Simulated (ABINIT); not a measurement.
# A GW chain in ABINIT: BaLiF3 (Pm-3m), part 3 of 3

Aim: the G0W0 gap of BaLiF3 (Pm-3m) on LDA, step by step.

ABINIT 10.8.3; LDA and many-body steps on it, plane waves. Known limits of the many-body steps: not at the basis limit; no spin-orbit coupling; coarse k mesh.

So far. Step 4 (Empty states on the mesh, 2×2×2 mesh, 63 bands): On this mesh the gap is 6.550 eV. Step 5 (Screening, 2×2×2 mesh, 59 bands, screening to 106.1 eV): Local fields lower ε∞ by 7 %. On a Γ-centred mesh this coarse the value itself is usually too large, while a short band sum pulls it down.

### Step 6. Self-energy, 2×2×2 mesh, 59 bands, screening to 106.1 eV

The self-energy is evaluated for the states that the input lists, and the levels follow from it, in one-shot runs by the linearised quasiparticle equation.

This step: G0W0 on LDA, plane waves, norm-conserving pseudopotentials.

Input file run.abi:

```
acell 3*1.0 Angstrom
rprim 
  3.988581640000 0.000000000000 0.000000000000
  0.000000000000 3.988581640000 0.000000000000
  0.000000000000 0.000000000000 3.988581640000
ntypat 3
znucl 56 3 9
natom 5
typat 1 2 3 3 3
xred 
  0.000000000000 0.000000000000 0.000000000000
  0.500000000000 0.500000000000 0.500000000000
  0.000000000000 0.500000000000 0.500000000000
  0.500000000000 0.500000000000 0.000000000000
  0.500000000000 0.000000000000 0.500000000000
pp_dirpath "pseudos"
pseudos "Ba.upf, Li.upf, F.upf"
ecut 36
ngkpt 2 2 2
nshiftk 1
shiftk 0 0 0
kptopt 1
chksymbreak 0
istwfk *1
occopt 1
irdwfk 1
optdriver 4
nband 59
gwcalctyp 0
ecutsigx 36
symsigma 1
nkptgw 1
kptgw 
  0.0000000000 0.0000000000 0.0000000000
bdgw 
  15 19
ecuteps 3.9
irdscr 1
ppmodel 1
indata_prefix "in"
outdata_prefix "out"
tmpdata_prefix "tmp"
```

Run with:

```
> OMP_NUM_THREADS=1 mpirun -n 4 abinit run.abi > log
```

Numbers of over 12 decimals in the logs are rounded to 6 here.

The program printed:

```text
.Version 10.8.3 of ABINIT. v10.8.2 released Aug 2026.

 Symmetries : space group Pm -3 m (#221); Bravais cP (primitive cubic)
[... echo of the input left out ...]
== DATASET  1 ==================================================================
-   mpi_nproc: 4, omp_nthreads: 1 (-1 if OMP is not activated)

--- !DatasetInfo
iteration_state: {dtset: 1, }
dimensions: {natom: 5, nkpt: 4, mband: 59, nsppol: 1, nspinor: 1, nspden: 1, mpw: 4468, }
cutoff_energies: {ecut:  36.0, pawecutdg:  -1.0, }
electrons: {nelect:   3.40000000E+01, charge:   0.00000000E+00, occopt:   1.00000000E+00, tsmear:   1.00000000E-02, }

 SIGMA: Calculation of the GW corrections

 Based on a program developped by R.W. Godby, V. Olevano, G. Onida, and L. Reining.
 Incorporated in ABINIT by V. Olevano, G.-M. Rignanese, and M. Torrent.
.Using double precision arithmetic ; gwpc =  8

[... cell and pseudopotentials left out ...]
--------------------------------------------------------------------------------

 ==== K-mesh for the wavefunctions ====
 Number of points in the irreducible wedge :     4
[... list of points left out ...]
 Together with 48 symmetry operations and time-reversal symmetry
 yields     8 points in the full Brillouin Zone.

 ==== Q-mesh for screening function ====
 Number of points in the irreducible wedge :     4
[... list of points left out ...]
 Together with 48 symmetry operations and time-reversal symmetry
 yields     8 points in the full Brillouin Zone.

 vcoul_init : cutoff-mode = AUXILIARY_FUNCTION
 q-points for optical limit:   1
     1)      0.000010    0.000020    0.000030
 setmesh: FFT mesh size selected  =    45x   45x   45
          total number of points  =        91125

 Number of electrons calculated from density =   34.0000; Expected =   34.0000
 average of density, n =  0.079401
 r_s =    1.4433
 omega_plasma =   27.1812 [eV]

 === KS Band Gaps ===
  >>>> For spin  1
   Minimum direct gap =   6.5504 [eV], located at k-point      :   0.0000  0.0000  0.0000
   Fundamental gap    =   6.5504 [eV], Top of valence bands at :   0.0000  0.0000  0.0000
                                       Bottom of conduction at :   0.0000  0.0000  0.0000
 SIGMA fundamental parameters:
 PLASMON POLE MODEL  1
 number of plane-waves for SigmaX                 4385
 number of plane-waves for SigmaC and W            171
 number of plane-waves for wavefunctions          4385
 number of bands                                    59
 number of independent spin polarizations            1
 number of spinorial components                      1
 number of k-points in IBZ                           4
 number of q-points in IBZ                           4
 number of symmetry operations                      48
 number of k-points in BZ                            8
 number of q-points in BZ                            8
 number of frequencies for dSigma/dE                 9
 frequency step for dSigma/dE [eV]                0.25
 number of omega for Sigma on real axis              0
 max omega for Sigma on real axis  [eV]           0.00
 zcut for avoiding poles [eV]                     0.10

 EPSILON^-1 parameters (SCR file):
 dimension of the eps^-1 matrix on file            171
 dimension of the eps^-1 matrix used               171
 number of plane-waves for wavefunctions          4385
 number of bands                                    59
 number of q-points in IBZ                           4
 number of frequencies                               2
 number of real frequencies                          1
 number of imag frequencies                          1

 matrix elements of self-energy operator (all in [eV])

 Perturbative Calculation

--- !SelfEnergy_ee
iteration_state: {dtset: 1, }
kpoint     : [   0.000,    0.000,    0.000, ]
spin       : 1
KS_gap     :    6.550
QP_gap     :   10.007
Delta_QP_KS:    3.457
data: !SigmaeeData |
     Band     E0 <VxcDFT>   SigX SigC(E0)      Z dSigC/dE  Sig(E)    E-E0       E
       15   1.789 -22.500 -29.824   5.457   0.806  -0.241 -24.004  -1.504   0.285
       16   1.789 -22.500 -29.824   5.457   0.806  -0.241 -24.004  -1.504   0.285
       17   1.789 -22.500 -29.824   5.457   0.806  -0.241 -24.004  -1.504   0.285
       18   8.340 -10.222  -4.967  -3.035   0.879  -0.137  -8.270   1.952  10.292
       19   8.340 -10.222  -4.967  -3.035   0.879  -0.137  -8.270   1.952  10.292

== END DATASET(S) ==============================================================
================================================================================

 -outvars: echo values of variables after computation  --------
           etotal      0.0000000000E+00
            nband          59
             nkpt           4
          spgroup         221
 [... the other variables as echoed above ...]

 Calculation completed.
```

The job ended after 5.6 s (4 MPI ranks of Arm Neoverse N1, shared host; peak memory 0.19 GiB).

This step gave:

* G0W0 gap on the points computed: 10.01 eV
* starting gap on the mesh: 6.550 eV
* k of the valence top: 0, 0, 0
* k of the conduction bottom: 0, 0, 0
* Z at the valence top: 0.806
* Z at the conduction bottom: 0.879
* least direct G0W0 gap on the computed points: 10.01 eV

The gap on the mesh goes from 6.55 eV to 10.01 eV, a correction of +3.46 eV.

Limits: finite bands, cutoff and mesh; no spin-orbit coupling; coarse k mesh. v1 is the top filled band, c1 the lowest empty one. The levels before and after the correction (eV, zero at the valence-band top of each column):

```tsv
	conduction bottom	valence top
Kohn-Sham	6.55	0.00
G0W0	10.01	0.00
```

```tsv
	level	energy (eV)
Kohn-Sham	Γ v3-v1	0.000
Kohn-Sham	Γ c1-c2	6.550
G0W0	Γ v3-v1	0.000
G0W0	Γ c1-c2	10.007
```

### Step 7. Where the time went

Times are wall times on 4 MPI ranks of Arm Neoverse N1, shared host, good to a factor of about two.

```tsv
step	time	share	memory (GiB)
ground state	38 s	35 %	0.34
bands along the symmetry lines	39 s	35 %	0.34
empty states on the mesh	16 s	15 %	0.29
screening	10 s	9 %	0.55
self-energy	5.6 s	5 %	0.19
```

### Step 8. What came out

```json
{"LDA gap": "6.55 eV, direct", "G0W0 gap on the mesh": "10.01 eV", "GW settings": "2×2×2 mesh, 59 bands, screening to 106.1 eV, Godby-Needs plasmon pole", "known limits": "not at the basis limit; no spin-orbit coupling; coarse k mesh"}
```

What this shows: G0W0 moves the gap on the mesh from 6.55 eV to 10.01 eV (+3.46 eV), with Z of 0.81 and 0.88 at the edges. Local fields lower the RPA ε∞ on this mesh from 2.89 to 2.68; a Γ-centred mesh this coarse tends to raise both, most where the direct gap is narrow, while a short band sum lowers them. Only 1 of the mesh's irreducible points was corrected, so a valley elsewhere could overtake. Bands and cutoff are finite, so the gap is not at the basis limit. The miss can reach some tenths of an eV and take either sign; the mesh is an error of its own. In the G0W0 run levels were corrected at 1 k point alone, so a gap called «on the mesh» is the least over those, and an edge elsewhere would be missed. The 2×2×2 mesh is coarse for this cell, which bears on the long-range parts of exchange and screening. This is the ideal cubic cell; many perovskites, halides above all, are cubic only on average, and local tilts or off-centring can widen the gap. The many-body steps are scalar-relativistic: spin-orbit coupling is not in them.

[Paths, hosts, dates, memory and timing lines, banners, echoed tables and standing remarks are left out of the program output.]

[Logs are printed without paths, hosts, clocks, repeated set-up lines and the standing remarks that a program may print on its own settings, such as how far it seeks lower states.]

[Runs of the session that timed out or met a known fault of the program may be left out.]

[Hosts, paths, dates, database ids (printed as entryN), source tags and the programs' standing remarks are cut or masked in the printed files.]

[G0W0 gaps are taken among the corrected bands and points alone; a level outside them can change the order at an edge.]

[Where Ansatz stands beside ABINIT at settings called matched, ABINIT's density can come from a denser mesh and the files from another edition; pairs whose starting gaps differed by over 0.03 eV were left out, so agreement reads better than it is.]
